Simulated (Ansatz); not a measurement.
# Ba on Ir(111): change of the work function, part 2 of 5

How does Ba on the fcc site change the work function of Ir(111) as the layer fills?

Ansatz 0.2.0; plane-wave DFT, PBEsol, Ansatz PAW.

So far, work function, upper face (eV): step 2 (the clean slab) 5.60.

## (3) The covered slab, k-mesh 5×5×1, coverage 0.111 ML

System of this step: Ba/Ir(111). The cell holds 37 atoms: 36 Ir and 1 Ba. Cell: a = 8.146 Å, b = 8.146 Å, c = 27.953 Å, α = 90.0°, β = 90.0°, γ = 60.0°. Vacuum lies along c.

The clean slab as it ended is repeated in the plane and the adsorbate is set on one face; the cell's size fixes the coverage, and the k-mesh shrinks with it to keep the sampling density about even. Adsorbate and upper layers relax, since the dipole depends on the height.

Contents of input.yaml:

```yaml
crystal:
  lattice:
    - [8.1458701194, 0.0, 0.0]
    - [4.0729350597, 7.0545304593, 0.0]
    - [0.0, 0.0, 27.9531835889]
  atoms:
    - { symbol: Ir, position: [0.0, 0.0, 0.3219669048] }
    - { symbol: Ir, position: [0.1111111111, 0.1111111111, 0.4012789813] }
    - { symbol: Ir, position: [0.2222222222, 0.2222222222, 0.4790991056] }
    - { symbol: Ir, position: [0.0, 0.0, 0.5566378926] }
    - { symbol: Ir, position: [0.0, 0.3333333333, 0.3219669048] }
    - { symbol: Ir, position: [0.1111111111, 0.4444444444, 0.4012789813] }
    - { symbol: Ir, position: [0.2222222222, 0.5555555556, 0.4790991056] }
    - { symbol: Ir, position: [0.0, 0.3333333333, 0.5566378926] }
    - { symbol: Ir, position: [0.0, 0.6666666667, 0.3219669048] }
    - { symbol: Ir, position: [0.1111111111, 0.7777777778, 0.4012789813] }
    - { symbol: Ir, position: [0.2222222222, 0.8888888889, 0.4790991056] }
    - { symbol: Ir, position: [0.0, 0.6666666667, 0.5566378926] }
    - { symbol: Ir, position: [0.3333333333, 0.0, 0.3219669048] }
    - { symbol: Ir, position: [0.4444444444, 0.1111111111, 0.4012789813] }
    - { symbol: Ir, position: [0.5555555556, 0.2222222222, 0.4790991056] }
    - { symbol: Ir, position: [0.3333333333, 0.0, 0.5566378926] }
    - { symbol: Ir, position: [0.3333333333, 0.3333333333, 0.3219669048] }
    - { symbol: Ir, position: [0.4444444444, 0.4444444444, 0.4012789813] }
    - { symbol: Ir, position: [0.5555555556, 0.5555555556, 0.4790991056] }
    - { symbol: Ir, position: [0.3333333333, 0.3333333333, 0.5566378926] }
    - { symbol: Ir, position: [0.3333333333, 0.6666666667, 0.3219669048] }
    - { symbol: Ir, position: [0.4444444444, 0.7777777778, 0.4012789813] }
    - { symbol: Ir, position: [0.5555555556, 0.8888888889, 0.4790991056] }
    - { symbol: Ir, position: [0.3333333333, 0.6666666667, 0.5566378926] }
    - { symbol: Ir, position: [0.6666666667, 0.0, 0.3219669048] }
    - { symbol: Ir, position: [0.7777777778, 0.1111111111, 0.4012789813] }
    - { symbol: Ir, position: [0.8888888889, 0.2222222222, 0.4790991056] }
    - { symbol: Ir, position: [0.6666666667, 0.0, 0.5566378926] }
    - { symbol: Ir, position: [0.6666666667, 0.3333333333, 0.3219669048] }
    - { symbol: Ir, position: [0.7777777778, 0.4444444444, 0.4012789813] }
    - { symbol: Ir, position: [0.8888888889, 0.5555555556, 0.4790991056] }
    - { symbol: Ir, position: [0.6666666667, 0.3333333333, 0.5566378926] }
    - { symbol: Ir, position: [0.6666666667, 0.6666666667, 0.3219669048] }
    - { symbol: Ir, position: [0.7777777778, 0.7777777778, 0.4012789813] }
    - { symbol: Ir, position: [0.8888888889, 0.8888888889, 0.4790991056] }
    - { symbol: Ir, position: [0.6666666667, 0.6666666667, 0.5566378926] }
    - { symbol: Ba, position: [0.1111111111, 0.1111111111, 0.6780330952] }
kpoints:
  mp_grid: { grid: [5, 5, 1] }
hamiltonian:
  xc: pbesol
scf:
  occupations: { method: fermi_dirac, width: 0.1 }
  convergence: { dr2_threshold: 1.0e-08 }
efield:
  axis: 3
  dipole_correction: true
  ramp_position: 0.97
  ramp_width: 0.06
relax:
  f_tol: 0.02
  max_steps: 60
  constraints:
    - { sites: [0, 1, 4, 5, 8, 9, 12, 13, 16, 17, 20, 21, 24, 25, 28, 29, 32, 33] }
output:
  bader: true
  write_potential: true
  write_density: true
  volumetric_format: npy
```

Command:

```
$ ansatz run input.yaml --threads 4 --pin off --max-ram 12288MiB --backend cpu --events-out ev --progress --plain --runs-dir out
```

Numbers of over 12 decimals in the logs are rounded to 6 here.

The log of the run:

```text
[...]
Crystal: 37 atoms, lattice volume = 1606.338 Å³
Basis set: ecut = 420 eV, 31359 PW (Γ), exchange–correlation on 120×120×384 points (8 copies of the dense FFT grid, shifted against one another)
Bands: 374, of which v1, the nominal top of the filled ones, is band 311 counted from 1 (310 counted from 0)
Symmetry: 6 space group operations
[...]
k-points: 5 of 25 (time reversal used)
[...]
SCF iter   1: F=—  HF=-430611.357086 eV  |F-HF|=—  |Δ(HF+E_count)|=         —  Δρ=1.11e-2  dr2=2.55e1  ethr=1.77e-3  p=1.261 e·Å  D=1.42e-1 V/Å  ΔV_dip=-3.97 eV  dr2_dipole=5.65e-1  V_vac-E_F(+/−)=1.25/5.22 eV  ⟨swp⟩=9.0  Hψ=8605  notcnv=0  defer=29
[...]
SCF iter  13: F=-430610.667241 eV  HF=-430610.667241 eV  |F-HF|=5.41e-9  |Δ(HF+E_count)|=   1.84e-8  Δρ=3.08e-7  dr2=5.86e-9  ethr=1.61e-12  p=1.148 e·Å  D=1.29e-1 V/Å  ΔV_dip=-3.62 eV  dr2_dipole=1.52e-11  V_vac-E_F(+/−)=2.01/5.63 eV  ⟨swp⟩=10.4  Hψ=12735  notcnv=0
SCF 1 converged in 13 iterations: F = -430610.667241 eV  dr2 = 5.86e-9
[...]
relax step   1: F+E_penalty+E_count = -430610.66724127 eV  Δ(F+E_penalty+E_count) = +0.000e0 eV  max|allowed force component| = 2.442e0 eV/Å  Δτ_max = 0.0000 Å  (13 SCF iters, accepted)
[...]
SCF iter  11: F=-430611.202606 eV  HF=-430611.202606 eV  |F-HF|=1.08e-8  |Δ(HF+E_count)|=   1.89e-8  Δρ=3.88e-7  dr2=6.07e-9  ethr=1.00e-12  p=1.244 e·Å  D=1.40e-1 V/Å  ΔV_dip=-3.92 eV  dr2_dipole=4.14e-11  V_vac-E_F(+/−)=1.71/5.63 eV  ⟨swp⟩=10.8  Hψ=14344  notcnv=0
SCF 2 converged in 11 iterations: F = -430611.202606 eV  dr2 = 6.07e-9
[...]
relax step   2: F+E_penalty+E_count = -430611.20260612 eV  Δ(F+E_penalty+E_count) = -5.354e-1 eV  max|allowed force component| = 2.486e0 eV/Å  Δτ_max = 0.1934 Å  (11 SCF iters, accepted)
SCF iter   1: F=—  HF=-430611.727174 eV  |F-HF|=—  |Δ(HF+E_count)|=         —  Δρ=2.81e-3  dr2=1.06e0  ethr=1.40e-3  p=1.244 e·Å  D=1.40e-1 V/Å  ΔV_dip=-3.92 eV  dr2_dipole=2.37e-1  V_vac-E_F(+/−)=1.73/5.65 eV  ⟨swp⟩=6.6  Hψ=4786  notcnv=0  defer=44
[...]
SCF iter  11: F=-430611.687618 eV  HF=-430611.687618 eV  |F-HF|=2.33e-10  |Δ(HF+E_count)|=   2.58e-8  Δρ=3.69e-7  dr2=5.14e-9  ethr=1.61e-12  p=1.307 e·Å  D=1.47e-1 V/Å  ΔV_dip=-4.11 eV  dr2_dipole=3.48e-10  V_vac-E_F(+/−)=1.52/5.63 eV  ⟨swp⟩=10.6  Hψ=14164  notcnv=0
SCF 3 converged in 11 iterations: F = -430611.687618 eV  dr2 = 5.14e-9
relax step   3: F+E_penalty+E_count = -430611.68761812 eV  Δ(F+E_penalty+E_count) = -4.850e-1 eV  max|allowed force component| = 2.190e0 eV/Å  Δτ_max = 0.1920 Å  (11 SCF iters, accepted)
[...]
relax step   4: F+E_penalty+E_count = -430612.04637585 eV  Δ(F+E_penalty+E_count) = -3.588e-1 eV  max|allowed force component| = 1.322e0 eV/Å  Δτ_max = 0.1946 Å  (10 SCF iters, accepted)
[...]
relax step   5: F+E_penalty+E_count = -430612.17883424 eV  Δ(F+E_penalty+E_count) = -1.325e-1 eV  max|allowed force component| = 6.019e-1 eV/Å  Δτ_max = 0.1731 Å  (10 SCF iters, accepted)
[...]
relax step   6: F+E_penalty+E_count = -430612.20997217 eV  Δ(F+E_penalty+E_count) = -3.114e-2 eV  max|allowed force component| = 1.589e-1 eV/Å  Δτ_max = 0.0679 Å  (9 SCF iters, accepted)
[...]
relax step   7: F+E_penalty+E_count = -430612.21246005 eV  Δ(F+E_penalty+E_count) = -2.488e-3 eV  max|allowed force component| = 7.720e-2 eV/Å  Δτ_max = 0.0168 Å  (8 SCF iters, accepted)
SCF iter   1: F=—  HF=-430612.210399 eV  |F-HF|=—  |Δ(HF+E_count)|=         —  Δρ=2.17e-4  dr2=9.11e-4  ethr=1.30e-6  p=1.126 e·Å  D=1.27e-1 V/Å  ΔV_dip=-3.54 eV  dr2_dipole=4.31e-6  V_vac-E_F(+/−)=2.08/5.62 eV  ⟨swp⟩=3.0  Hψ=3531  notcnv=0  defer=69
[...]
SCF iter   7: F=-430612.213179 eV  HF=-430612.213179 eV  |F-HF|=1.79e-8  |Δ(HF+E_count)|=   7.54e-8  Δρ=2.73e-7  dr2=2.09e-9  ethr=1.61e-12  p=1.123 e·Å  D=1.27e-1 V/Å  ΔV_dip=-3.54 eV  dr2_dipole=6.52e-11  V_vac-E_F(+/−)=2.09/5.62 eV  ⟨swp⟩=10.0  Hψ=14320  notcnv=0
SCF 8 converged in 7 iterations: F = -430612.213179 eV  dr2 = 2.09e-9
relax step   8: F+E_penalty+E_count = -430612.21317905 eV  Δ(F+E_penalty+E_count) = -7.190e-4 eV  max|allowed force component| = 1.832e-2 eV/Å  Δτ_max = 0.0058 Å  (7 SCF iters, accepted)
NSCF: frozen V_eff on 5 k-points
[...]
SCF converged after 7 iterations
Free energy (F): -430612.213179 eV
[...]
Internal energy: -430610.923538 eV  (E = F + TS)
E sigma→0 (E₀):  -430611.568358 eV
Entropy (-TS):   -1.289641 eV (-34.855 meV/atom)
Fermi energy:    5.843960 eV
Dipole field:    D = 0.126536 V/Å  (p = 1.123288 e·Å, saw-weighted, corrected)
Work function:   Φ+ = 2.0867 eV   Φ− = 5.6238 eV
[...]
--- Forces (eV/Å), atoms counted from 1 ---
  atom   1  Ir     0.01129621     0.00652187     0.53317777
  atom   2  Ir     0.00000000     0.00000000    -0.44750004
  atom   3  Ir    -0.00213479    -0.00123252     0.01171573
  atom   4  Ir     0.01586874     0.00916182    -0.00360980
  atom   5  Ir     0.00000000    -0.01304374     0.53317777
  atom   6  Ir     0.04099938    -0.02871644    -0.54907996
  atom   7  Ir     0.00350182    -0.00202177    -0.00442572
  atom   8  Ir     0.00000000    -0.01832364    -0.00360980
  atom   9  Ir    -0.05163491     0.02981143     0.58706469
  atom  10  Ir     0.04536885    -0.02114828    -0.54907996
  atom  11  Ir     0.00000000     0.00246504     0.01171573
  atom  12  Ir     0.00555363    -0.00320639     0.01483678
  atom  13  Ir    -0.01129621     0.00652187     0.53317777
  atom  14  Ir    -0.00436948     0.04986472    -0.54907996
  atom  15  Ir     0.00000000     0.00404355    -0.00442572
  atom  16  Ir    -0.01586874     0.00916182    -0.00360980
  atom  17  Ir    -0.00179641    -0.00103716     0.52389198
  atom  18  Ir     0.00000000     0.00000000    -0.47776378
  atom  19  Ir    -0.00350182    -0.00202177    -0.00442572
  atom  20  Ir    -0.00371081    -0.00214244    -0.00378370
  atom  21  Ir     0.00000000     0.00207431     0.52389198
  atom  22  Ir    -0.04536885    -0.02114828    -0.54907996
  atom  23  Ir     0.00790230    -0.00456239    -0.01715837
  atom  24  Ir    -0.00000000     0.00428487    -0.00378370
  atom  25  Ir    -0.00000000    -0.05962286     0.58706469
  atom  26  Ir     0.00436948     0.04986472    -0.54907996
  atom  27  Ir     0.00213479    -0.00123252     0.01171573
  atom  28  Ir     0.00000000     0.00641278     0.01483678
  atom  29  Ir     0.00179641    -0.00103716     0.52389198
  atom  30  Ir    -0.04099938    -0.02871644    -0.54907996
  atom  31  Ir    -0.00000000     0.00912479    -0.01715837
  atom  32  Ir     0.00371081    -0.00214244    -0.00378370
  atom  33  Ir     0.05163491     0.02981143     0.58706469
  atom  34  Ir     0.00000000     0.00000000    -0.70613016
  atom  35  Ir    -0.00790230    -0.00456239    -0.01715837
  atom  36  Ir    -0.00555363    -0.00320639     0.01483678
  atom  37  Ba     0.00000000    -0.00000000     0.00076025
  max |Σ_I F_I| component: 1.46e-5 eV/Å
--- Band table (eV; the first three rows and the last of 5) ---
  k-point 0: bands = [... 307 lower, 5.5428, 5.5856, 5.5856, 5.7963, 5.7991, 5.7991, 5.8006, 5.8328, ... 59 higher]
  k-point 1: bands = [... 307 lower, 5.5093, 5.7545, 5.7624, 5.8688, 5.8869, 5.8989, 5.9224, 5.9409, ... 59 higher]
  k-point 2: bands = [... 307 lower, 5.5758, 5.5873, 5.7313, 5.8802, 5.9299, 5.9317, 5.9366, 5.9830, ... 59 higher]
  k-point 4: bands = [... 307 lower, 5.6918, 5.7868, 5.8295, 5.8872, 5.9039, 5.9637, 5.9939, 6.1472, ... 59 higher]
--- Relaxed structure (8 steps of the walk, 8 accepted, 0 SCFs on fresh bases) ---
  F+E_penalty+E_count = -430612.21317905 eV   max|allowed force component| = 1.832e-2 eV/Å
  atoms:
    - { symbol: Ir, position: [1.1111113280699722e-11, 1.1111113280699718e-11, 0.321967] }
    - { symbol: Ir, position: [0.111111, 0.111111, 0.401279] }
    - { symbol: Ir, position: [0.221888, 0.221888, 0.479303] }
    - { symbol: Ir, position: [-0.0018637, -0.0018637, 0.557170] }
    - { symbol: Ir, position: [1.1111084274872951e-11, 0.333333, 0.321967] }
    - { symbol: Ir, position: [0.111111, 0.444444, 0.401279] }
    - { symbol: Ir, position: [0.222182, 0.555575, 0.479435] }
    - { symbol: Ir, position: [-0.0018637, 0.337061, 0.557170] }
    - { symbol: Ir, position: [-2.2222224060897133e-11, 0.666667, 0.321967] }
    - { symbol: Ir, position: [0.111111, 0.777778, 0.401279] }
    - { symbol: Ir, position: [0.221888, 0.889557, 0.479303] }
    - { symbol: Ir, position: [-0.00037868, 0.666856, 0.556888] }
    - { symbol: Ir, position: [0.333333, 1.1111113280699718e-11, 0.321967] }
    - { symbol: Ir, position: [0.444444, 0.111111, 0.401279] }
    - { symbol: Ir, position: [0.555575, 0.222182, 0.479435] }
    - { symbol: Ir, position: [0.337061, -0.0018637, 0.557170] }
    - { symbol: Ir, position: [0.333333, 0.333333, 0.321967] }
    - { symbol: Ir, position: [0.444444, 0.444444, 0.401279] }
    - { symbol: Ir, position: [0.555575, 0.555575, 0.479435] }
    - { symbol: Ir, position: [0.333615, 0.333615, 0.557304] }
    - { symbol: Ir, position: [0.333333, 0.666667, 0.321967] }
    - { symbol: Ir, position: [0.444444, 0.777778, 0.401279] }
    - { symbol: Ir, position: [0.556926, 0.888204, 0.478715] }
    - { symbol: Ir, position: [0.333615, 0.666103, 0.557304] }
    - { symbol: Ir, position: [0.666667, -2.2222204306928896e-11, 0.321967] }
    - { symbol: Ir, position: [0.777778, 0.111111, 0.401279] }
    - { symbol: Ir, position: [0.889557, 0.221888, 0.479303] }
    - { symbol: Ir, position: [0.666856, -0.00037868, 0.556888] }
    - { symbol: Ir, position: [0.666667, 0.333333, 0.321967] }
    - { symbol: Ir, position: [0.777778, 0.444444, 0.401279] }
    - { symbol: Ir, position: [0.888204, 0.556926, 0.478715] }
    - { symbol: Ir, position: [0.666103, 0.333615, 0.557304] }
    - { symbol: Ir, position: [0.666667, 0.666667, 0.321967] }
    - { symbol: Ir, position: [0.777778, 0.777778, 0.401279] }
    - { symbol: Ir, position: [0.888204, 0.888204, 0.478715] }
    - { symbol: Ir, position: [0.666856, 0.666856, 0.556888] }
    - { symbol: Ba, position: [0.111111, 0.111111, 0.648946] }
--- Bader charges: 37 sites ---
  site symbol  charge [e]  shift [e]
     0     Ir     -0.0662     0.0000
     1     Ir      0.0623     0.0000
     2     Ir      0.0531     0.0001
     3     Ir     -0.3016     0.0000
     4     Ir     -0.0662     0.0000
     5     Ir      0.0618     0.0000
     6     Ir      0.0657     0.0001
     7     Ir     -0.3016     0.0000
     8     Ir     -0.0648     0.0000
     9     Ir      0.0619     0.0000
    10     Ir      0.0531     0.0001
    11     Ir     -0.1210     0.0001
    12     Ir     -0.0662     0.0000
    13     Ir      0.0619     0.0000
    14     Ir      0.0656     0.0001
    15     Ir     -0.3016     0.0000
    16     Ir     -0.0674     0.0000
    17     Ir      0.0607     0.0000
    18     Ir      0.0656     0.0001
    19     Ir     -0.1513     0.0001
    20     Ir     -0.0674     0.0000
    21     Ir      0.0618     0.0000
    22     Ir      0.0634     0.0001
    23     Ir     -0.1513     0.0001
    24     Ir     -0.0648     0.0000
    25     Ir      0.0618     0.0000
    26     Ir      0.0531     0.0001
    27     Ir     -0.1209     0.0001
    28     Ir     -0.0675     0.0000
    29     Ir      0.0619     0.0000
    30     Ir      0.0635     0.0001
    31     Ir     -0.1513     0.0001
    32     Ir     -0.0648     0.0000
    33     Ir      0.0777     0.0001
    34     Ir      0.0634     0.0001
    35     Ir     -0.1209     0.0001
    36     Ba      1.1984     0.0000
  estimated error of the sums over rays = 6.3e-4 e
```

Elapsed: 23 min, on 4 threads of Arm Neoverse V2, shared host; peak memory 8.5 GiB.

Step by step:

```
step  energy less that of the first step (eV)  largest force component (eV/Å)
   1                                   0.0000                          2.4416
   2                                  -0.5354                          2.4857
   3                                  -1.0204                          2.1905
   4                                  -1.3791                          1.3216
   5                                  -1.5116                          0.6019
   6                                  -1.5427                          0.1589
   7                                  -1.5452                          0.0772
   8                                  -1.5459                          0.0183
```

Forces are held to the 6 operations that the run works with; a distortion that breaks them can't arise in this run.

The atoms that moved most (Å):

```
atom      dx      dy      dz  length
Ba37   0.000   0.000  -0.813   0.813
 Ir4  -0.023  -0.013   0.015   0.030
 Ir8   0.000   0.026   0.015   0.030
Ir16   0.023  -0.013   0.015   0.030
Ir24   0.000  -0.004   0.019   0.019
Ir32  -0.003   0.002   0.019   0.019
Ir20   0.003   0.002   0.019   0.019
Ir31   0.000   0.010  -0.011   0.014
```

Final coordinates:

```xyz
37
Lattice="8.1459 0.0000 0.0000 4.0729 7.0545 0.0000 0.0000 0.0000 27.9532" Properties=species:S:1:pos:R:3
Ir    0.0000    0.0000    9.0000
Ir    1.3576    0.7838   11.2170
Ir    2.7112    1.5653   13.3981
Ir   -0.0228   -0.0131   15.5747
Ir    1.3576    2.3515    9.0000
Ir    2.7153    3.1353   11.2170
Ir    4.0727    3.9193   13.4017
Ir    1.3576    2.3778   15.5747
Ir    2.7153    4.7030    9.0000
Ir    4.0729    5.4869   11.2170
Ir    5.4306    6.2754   13.3981
Ir    2.7130    4.7044   15.5668
Ir    2.7153    0.0000    9.0000
Ir    4.0729    0.7838   11.2170
Ir    5.4306    1.5674   13.4017
Ir    2.7381   -0.0131   15.5747
Ir    4.0729    2.3515    9.0000
Ir    5.4306    3.1353   11.2170
Ir    6.7885    3.9193   13.4017
Ir    4.0764    2.3535   15.5784
Ir    5.4306    4.7030    9.0000
Ir    6.7882    5.4869   11.2170
Ir    8.1542    6.2659   13.3816
Ir    5.4306    4.6990   15.5784
Ir    5.4306    0.0000    9.0000
Ir    6.7882    0.7838   11.2170
Ir    8.1500    1.5653   13.3981
Ir    5.4306   -0.0027   15.5668
Ir    6.7882    2.3515    9.0000
Ir    8.1459    3.1353   11.2170
Ir    9.5035    3.9288   13.3816
Ir    6.7848    2.3535   15.5784
Ir    8.1459    4.7030    9.0000
Ir    9.5035    5.4869   11.2170
Ir   10.8528    6.2659   13.3816
Ir    8.1482    4.7044   15.5668
Ba    1.3576    0.7838   18.1401
```

This step gave:

| Property | Result |
| --- | --- |
| energy at zero smearing | -430611.5684 eV |
| work function, upper face | 2.087 eV |
| work function, lower face | 5.624 eV |
| dipole along the normal | 1.123 e·Å |
| step between the vacuum levels | -3.537 eV |

Running mean over 2.217 Å of the planar mean; the ramp of the sawtooth is left out. The electron's electrostatic potential energy less the Fermi level by z:

z (Å), electron's electrostatic potential energy less the Fermi level (eV) and a bar from the least value:
```
        4        5.6 ##############################
        5        5.6 ##############################
        6        5.6 ##############################
        7        4.4 ############################
        8       -5.4 #############
        9      -12.6 ##
       10      -13.2 #
       11      -13.5 #
       12      -13.9 
       13      -13.7 
       14      -13.7 
       15      -13.4 #
       16      -11.5 ####
       17       -1.7 ###################
       18        1.2 #######################
       19        1.1 #######################
       20        1.8 ########################
       21        2.1 #########################
       22        2.1 #########################
       23        2.1 #########################
       24        2.1 #########################
```

The relaxation took 8 steps and lowered the energy by 1.5 eV; the largest force on the free atoms ends at 0.018 eV/Å.

The covered face has 2.09 eV, -3.51 eV against the clean one; the bare back face has moved by -0.01 eV, a measure of how thin the slab is.

(Continued in part 3 of 5.)

[Logs are printed without paths, hosts, clocks, repeated set-up lines and the standing remarks that a program may print on its own settings, such as how far it seeks lower states.]

[Hosts, paths, dates, database ids (printed as entryN), source tags and the programs' standing remarks are cut or masked in the printed files.]

[Maps of the electrostatic potential energy from Ansatz leave out the sawtooth potential of an applied field or a dipole correction, so their vacuum need not be flat; planar profiles and work functions include it.]
